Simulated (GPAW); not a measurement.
Records of electronic-structure calculations.

```
! title: A GW chain in GPAW: MoS2 (P6_3/mmc)
! method: DFT, LDA, plane waves, PAW (and 1 further level or step)
! program: GPAW 26.7.0
! settings: cutoff 450 eV, GPAW PAW setups 1.2.1 data release, 6×6×2 k-mesh, nbands 253
! cost: 4 runs, 5.7 min in all on 4 MPI ranks of Arm Neoverse V2, shared host
! notes: The database entry behind the starting cell differs from other determinations of this structure. The cell and positions come from the Crystallography Open Database and are kept as given unless a step says otherwise. Limits: no spin-orbit coupling. The 6×6×2 mesh is coarse for this cell, which bears on the long-range parts of exchange and screening.
! LDA gap: 0.81 eV, indirect
! G0W0 gap on the mesh: 1.20 eV
! GW settings: 6×6×2 mesh, 243 bands, screening to 100 eV, Godby-Needs plasmon pole
! known limits: short of the basis limit; no spin-orbit coupling; coarse k mesh
CELL_PARAMETERS angstrom
3.16900 0.00000 0.00000
-1.58450 2.74443 0.00000
0.00000 0.00000 12.32400
ATOMIC_POSITIONS crystal
Mo 0.33333 0.66667 0.25000
Mo 0.66667 0.33333 0.75000
S 0.33333 0.66667 0.62300
S 0.66667 0.33333 0.12300
S 0.33333 0.66667 0.87700
S 0.66667 0.33333 0.37700
```

[Long decimals in the printed logs are rounded to 6 places.]

[Logs are printed without paths, hosts, clocks, repeated set-up lines and the standing remarks that a program may print on its own settings, such as how far it seeks lower states.]

[Paths, hosts, dates, memory and timing lines, banners, echoed tables and standing remarks are left out of the program output; an Ansatz launch command may be rebuilt from the run's recorded settings. Measured values are a selection of at most five: reports struck by readers or far from the other reports are left out. None is set beside runs whose start may be inverted or whose files or cutoffs have a known fault.]

[Runs of the session that timed out or met a known fault of the program may be left out.]

[Hosts, paths, dates, database ids (printed as entryN), source tags and the programs' standing remarks are cut or masked in the printed files.]

[Where the starting crystal was built by hand or by swapping elements, it need not be the compound's stable phase.]
